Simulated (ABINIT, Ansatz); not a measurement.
# A GW chain in ABINIT: WS2 (Tungstenite), part 2 of 2

How does a plane-wave GW calculation on WS2 (Tungstenite) run from the first input to the gap?

ABINIT 10.8.3; PBE and many-body steps on it, plane waves. Known limits of the many-body steps: not at the basis limit; no spin-orbit coupling; coarse k mesh.

So far. Step 2 (Ground state): The gap is indirect, with the least direct gap 0.86 eV higher. Step 3 (Empty states on the mesh, 6×6×1 mesh, 777 bands): On this mesh the gap is 0.981 eV.

### 4. Screening, 6×6×1 mesh, 303 bands, screening to 176.9 eV

The RPA dielectric matrix is built and inverted for each q.

This step: RPA screening on PBE, plane waves, norm-conserving pseudopotentials.

Contents of run.abi:

```
acell 3*1.0 Angstrom
rprim 
  3.153199999992 0.000000000002 0.000000000000
  -1.576599999998 2.730751303206 0.000000000000
  0.000000000000 0.000000000000 12.323000000000
ntypat 2
znucl 74 16
natom 6
typat 1 1 2 2 2 2
xred 
  0.333333333333 0.666666666667 0.250000000000
  0.666666666667 0.333333333333 0.750000000000
  0.333333333333 0.666666666667 0.622500000000
  0.666666666667 0.333333333333 0.122500000000
  0.333333333333 0.666666666667 0.877500000000
  0.666666666667 0.333333333333 0.377500000000
pp_dirpath "pseudos"
pseudos "W.upf, S.upf"
ecut 31
ngkpt 6 6 1
nshiftk 1
shiftk 0 0 0
kptopt 1
chksymbreak 0
istwfk *1
occopt 1
irdwfk 1
optdriver 3
nband 303
ecuteps 6.5
inclvkb 2
awtr 1
symchi 1
indata_prefix "in"
outdata_prefix "out"
tmpdata_prefix "tmp"
```

Command:

```sh
$ OMP_NUM_THREADS=1 mpirun -n 4 abinit run.abi > log
```

Numbers of over 12 decimals in the logs are rounded to 6 here.

Log:

```text
.Version 10.8.3 of ABINIT. v10.8.2 released Aug 2026.

 Symmetries : space group P6_3/m m c (#194); Bravais hP (primitive hexag.)
[... echo of the input left out ...]
== DATASET  1 ==================================================================
-   mpi_nproc: 4, omp_nthreads: 1 (-1 if OMP is not activated)

--- !DatasetInfo
iteration_state: {dtset: 1, }
dimensions: {natom: 6, nkpt: 7, mband: 303, nsppol: 1, nspinor: 1, nspden: 1, mpw: 5929, }
cutoff_energies: {ecut:  31.0, pawecutdg:  -1.0, }
electrons: {nelect:   5.20000000E+01, charge:   0.00000000E+00, occopt:   1.00000000E+00, tsmear:   1.00000000E-02, }

 SCREENING: Calculation of the susceptibility and dielectric matrices

 Based on a program developped by R.W. Godby, V. Olevano, G. Onida, and L. Reining.
 Incorporated in ABINIT by V. Olevano, G.-M. Rignanese, and M. Torrent.
.Using double precision arithmetic ; gwpc =  8

[... cell and pseudopotentials left out ...]
--------------------------------------------------------------------------------

 ==== K-mesh for the wavefunctions ====
 Number of points in the irreducible wedge :     7
[... list of points left out ...]
 Together with 24 symmetry operations and time-reversal symmetry
 yields    36 points in the full Brillouin Zone.

 ==== Q-mesh for the screening function ====
 Number of points in the irreducible wedge :     7
[... list of points left out ...]
 Together with 24 symmetry operations and time-reversal symmetry
 yields    36 points in the full Brillouin Zone.

 setmesh: FFT mesh size selected  =    20x   20x   90
          total number of points  =        36000

 vcoul_init : cutoff-mode = AUXILIARY_FUNCTION
 q-points for optical limit:   1
     1)      0.000010    0.000020    0.000030

- screening: taking advantage of time-reversal symmetry
- Maximum band index for partially occupied states nbvw = 26
- Remaining bands to be divided among processors   nbcw = 277
- Number of bands treated by each node ~69

 Number of electrons calculated from density =   52.0000; Expected =   52.0000
 average of density, n =  0.072620
 r_s =    1.4869
 omega_plasma =   25.9946 [eV]

 calculating chi0 at frequencies [eV] :
  1    0.000000E+00    0.000000E+00
  2    0.000000E+00    2.599465E+01

--------------------------------------------------------------------------------
  q-point number  1        q = ( 0.000000, 0.000000, 0.000000) [r.l.u.]
--------------------------------------------------------------------------------
[... chi0 elements left out ...]
 For q-point:  0.000010 0.000020 0.000030
  dielectric constant =  13.5116
  dielectric constant without local fields =  15.0823

  Average fulfillment of the sum rule on Im[epsilon] for q-point    1 :     91.01  [%]
[... wings left out ...]
  q-point number  2        q = ( 0.166667, 0.000000, 0.000000) [r.l.u.]
--------------------------------------------------------------------------------
[... chi0 elements left out ...]
  Average fulfillment of the sum rule on Im[epsilon] for q-point    2 :     92.49  [%]

 [... 5 further q-points ...]
```

Wall time 7.1 min (4 MPI ranks of Arm Neoverse V1, shared host); peak memory 2.3 GiB.

Numbers from this step:

* ε∞ with local fields, on this mesh, along the program's q direction: 13.51
* the same without local fields: 15.08
* plasma frequency: 25.99 eV
* plane waves in the screening matrix: 573

Local fields lower ε∞ by 10 %. On a Γ-centred mesh this coarse the value itself is usually too large, while a short band sum pulls it down.

### 5. Self-energy, 6×6×1 mesh, 303 bands, screening to 176.9 eV

The self-energy is evaluated for the states that the input lists, and the levels follow from it, in one-shot runs by the linearised quasiparticle equation.

This step: G0W0 on PBE, plane waves, norm-conserving pseudopotentials.

Changes to run.abi since step 4:

```diff
@@ -27,8 +27,19 @@
 irdwfk 1
-optdriver 3
+optdriver 4
 nband 303
+gwcalctyp 0
+ecutsigx 31
+symsigma 1
+nkptgw 3
+kptgw 
+  0.0000000000 0.0000000000 0.0000000000
+  0.1666666667 0.1666666667 0.0000000000
+  0.3333333333 0.3333333333 0.0000000000
+bdgw 
+  25 28
+  25 28
+  25 28
 ecuteps 6.5
-inclvkb 2
-awtr 1
-symchi 1
+irdscr 1
+ppmodel 1
 indata_prefix "in"
```

Log:

```text
.Version 10.8.3 of ABINIT. v10.8.2 released Aug 2026.

 Symmetries : space group P6_3/m m c (#194); Bravais hP (primitive hexag.)
[... echo of the input left out ...]
== DATASET  1 ==================================================================
-   mpi_nproc: 4, omp_nthreads: 1 (-1 if OMP is not activated)

--- !DatasetInfo
iteration_state: {dtset: 1, }
dimensions: {natom: 6, nkpt: 7, mband: 303, nsppol: 1, nspinor: 1, nspden: 1, mpw: 5929, }
cutoff_energies: {ecut:  31.0, pawecutdg:  -1.0, }
electrons: {nelect:   5.20000000E+01, charge:   0.00000000E+00, occopt:   1.00000000E+00, tsmear:   1.00000000E-02, }

 SIGMA: Calculation of the GW corrections

 Based on a program developped by R.W. Godby, V. Olevano, G. Onida, and L. Reining.
 Incorporated in ABINIT by V. Olevano, G.-M. Rignanese, and M. Torrent.
.Using double precision arithmetic ; gwpc =  8

[... cell and pseudopotentials left out ...]
--------------------------------------------------------------------------------

 ==== K-mesh for the wavefunctions ====
 Number of points in the irreducible wedge :     7
[... list of points left out ...]
 Together with 24 symmetry operations and time-reversal symmetry
 yields    36 points in the full Brillouin Zone.

 ==== Q-mesh for screening function ====
 Number of points in the irreducible wedge :     7
[... list of points left out ...]
 Together with 24 symmetry operations and time-reversal symmetry
 yields    36 points in the full Brillouin Zone.

 vcoul_init : cutoff-mode = AUXILIARY_FUNCTION
 q-points for optical limit:   1
     1)      0.000010    0.000020    0.000030
 setmesh: FFT mesh size selected  =    25x   25x  120
          total number of points  =        75000

 Number of electrons calculated from density =   52.0000; Expected =   52.0000
 average of density, n =  0.072620
 r_s =    1.4869
 omega_plasma =   25.9946 [eV]

 === KS Band Gaps ===
  >>>> For spin  1
   Minimum direct gap =   1.8369 [eV], located at k-point      :   0.3333  0.3333  0.0000
   Fundamental gap    =   0.9806 [eV], Top of valence bands at :   0.0000  0.0000  0.0000
                                       Bottom of conduction at :   0.1667  0.1667  0.0000
 SIGMA fundamental parameters:
 PLASMON POLE MODEL  1
 number of plane-waves for SigmaX                 5885
 number of plane-waves for SigmaC and W            573
 number of plane-waves for wavefunctions          5885
 number of bands                                   303
 number of independent spin polarizations            1
 number of spinorial components                      1
 number of k-points in IBZ                           7
 number of q-points in IBZ                           7
 number of symmetry operations                      24
 number of k-points in BZ                           36
 number of q-points in BZ                           36
 number of frequencies for dSigma/dE                 9
 frequency step for dSigma/dE [eV]                0.25
 number of omega for Sigma on real axis              0
 max omega for Sigma on real axis  [eV]           0.00
 zcut for avoiding poles [eV]                     0.10

 EPSILON^-1 parameters (SCR file):
 dimension of the eps^-1 matrix on file            573
 dimension of the eps^-1 matrix used               573
 number of plane-waves for wavefunctions          5885
 number of bands                                   303
 number of q-points in IBZ                           7
 number of frequencies                               2
 number of real frequencies                          1
 number of imag frequencies                          1

 matrix elements of self-energy operator (all in [eV])

 Perturbative Calculation

--- !SelfEnergy_ee
iteration_state: {dtset: 1, }
kpoint     : [   0.000,    0.000,    0.000, ]
spin       : 1
KS_gap     :    2.311
QP_gap     :    2.761
Delta_QP_KS:    0.450
data: !SigmaeeData |
     Band     E0 <VxcDFT>   SigX SigC(E0)      Z dSigC/dE  Sig(E)    E-E0       E
       25   8.288 -14.458 -15.573   0.949   0.787  -0.271 -14.589  -0.131   8.157
       26   9.509 -15.590 -16.105   0.435   0.784  -0.276 -15.652  -0.063   9.446
       27  11.820 -15.225 -10.553  -4.180   0.787  -0.271 -14.838   0.387  12.207
       28  11.820 -15.225 -10.553  -4.180   0.787  -0.271 -14.838   0.387  12.207

--- !SelfEnergy_ee
iteration_state: {dtset: 1, }
kpoint     : [   0.167,    0.167,    0.000, ]
spin       : 1
KS_gap     :    2.486
QP_gap     :    2.854
Delta_QP_KS:    0.368
data: !SigmaeeData |
     Band     E0 <VxcDFT>   SigX SigC(E0)      Z dSigC/dE  Sig(E)    E-E0       E
       25   7.976 -15.191 -16.569   1.225   0.783  -0.278 -15.311  -0.120   7.856
       26   8.004 -15.258 -16.559   1.189   0.783  -0.278 -15.346  -0.088   7.916
       27  10.490 -14.194 -10.097  -3.744   0.793  -0.261 -13.914   0.281  10.770
       28  11.343 -15.406 -10.805  -4.086   0.786  -0.273 -15.002   0.404  11.747

--- !SelfEnergy_ee
iteration_state: {dtset: 1, }
kpoint     : [   0.333,    0.333,    0.000, ]
spin       : 1
KS_gap     :    1.837
QP_gap     :    2.395
Delta_QP_KS:    0.558
data: !SigmaeeData |
     Band     E0 <VxcDFT>   SigX SigC(E0)      Z dSigC/dE  Sig(E)    E-E0       E
       25   8.770 -14.990 -15.614   0.533   0.788  -0.269 -15.062  -0.071   8.698
       26   8.977 -15.421 -15.957   0.483   0.787  -0.271 -15.463  -0.042   8.935
       27  10.814 -16.363 -11.961  -3.747   0.787  -0.271 -15.847   0.516  11.330
       28  10.814 -16.363 -11.961  -3.747   0.787  -0.271 -15.847   0.516  11.330

== END DATASET(S) ==============================================================
================================================================================

 -outvars: echo values of variables after computation  --------
           etotal      0.0000000000E+00
            nband         303
             nkpt           7
          spgroup         194
 [... the other variables as echoed above ...]

 Calculation completed.
```

Wall time 3 min (4 MPI ranks); peak memory 2.3 GiB.

Numbers from this step:

| Property | Result |
| --- | --- |
| G0W0 gap on the points computed | 1.324 eV |
| starting gap on the mesh | 0.9807 eV |
| k of the valence top | 0, 0, 0 |
| k of the conduction bottom | 0.1667, 0.1667, 0 |
| Z at the valence top | 0.784 |
| Z at the conduction bottom | 0.793 |
| least direct G0W0 gap on the computed points | 2.395 eV |

The gap on the mesh goes from 0.98 eV to 1.32 eV, a correction of +0.34 eV.

Limits: finite bands, cutoff and mesh; no spin-orbit coupling; coarse k mesh. v1 is the top filled band, c1 the lowest empty one. Levels before and after the correction, in eV, zero at the valence-band top of each column:

```csv
,conduction bottom,valence top
Kohn-Sham,0.98,0.00
G0W0,1.32,0.00
```

```csv
,level,energy (eV)
Kohn-Sham,Γ v2,-1.221
Kohn-Sham,Γ v1,0.000
Kohn-Sham,Γ c1-c2,2.311
Kohn-Sham,(0.167 0.167 0) v2,-1.533
Kohn-Sham,(0.167 0.167 0) v1,-1.505
Kohn-Sham,(0.167 0.167 0) c1,0.981
Kohn-Sham,(0.167 0.167 0) c2,1.834
G0W0,Γ v2,-1.289
G0W0,Γ v1,0.000
G0W0,Γ c1-c2,2.761
G0W0,(0.167 0.167 0) v2,-1.590
G0W0,(0.167 0.167 0) v1,-1.530
G0W0,(0.167 0.167 0) c1,1.324
G0W0,(0.167 0.167 0) c2,2.301
```

### 6. Where the time went

Times are wall times on 4 MPI ranks of Arm Neoverse V1, shared host, good to a factor of about two.

```csv
step,time,share,memory (GiB)
ground state,41 s,2 %,0.37
empty states on the mesh,22 min,67 %,0.96
screening,7.1 min,22 %,2.3
self-energy,3 min,9 %,2.3
```

### 7. Summary of results

```json
{
  "PBE gap": "0.98 eV, indirect",
  "G0W0 gap on the mesh": "1.32 eV",
  "GW settings": "6×6×1 mesh, 303 bands, screening to 176.9 eV, Godby-Needs plasmon pole",
  "known limits": "not at the basis limit; no spin-orbit coupling; coarse k mesh"
}
```

**Reading.** G0W0 moves the gap on the mesh from 0.98 eV to 1.32 eV (+0.34 eV), with Z of 0.78 and 0.79 at the edges. Local fields lower the RPA ε∞ on this mesh from 15.08 to 13.51; a Γ-centred mesh this coarse tends to raise both, most where the direct gap is narrow, while a short band sum lowers them. Only 3 of the mesh's irreducible points were corrected, so a valley elsewhere could overtake. The dearest step here is «empty states on the mesh». Bands and cutoff are finite, so the gap is not at the basis limit. The miss can reach some tenths of an eV and take either sign; the mesh is an error of its own. In the G0W0 run levels were corrected at 3 k points alone, so a gap called «on the mesh» is the least over those, and an edge elsewhere would be missed. The 6×6×1 mesh is coarse for this cell, which bears on the long-range parts of exchange and screening. The many-body steps are scalar-relativistic: spin-orbit coupling is not in them.

[Paths, hosts, dates, memory and timing lines, banners, echoed tables and standing remarks are left out of the program output.]

[Logs are printed without paths, hosts, clocks, repeated set-up lines and the standing remarks that a program may print on its own settings, such as how far it seeks lower states.]

[Runs of the session that timed out or met a known fault of the program may be left out.]

[Hosts, paths, dates, database ids (printed as entryN), source tags and the programs' standing remarks are cut or masked in the printed files.]

[G0W0 gaps are taken among the corrected bands and points alone; a level outside them can change the order at an edge.]

[Where Ansatz stands beside ABINIT at settings called matched, ABINIT's density can come from a denser mesh and the files from another edition; pairs whose starting gaps differed by over 0.03 eV were left out, so agreement reads better than it is.]
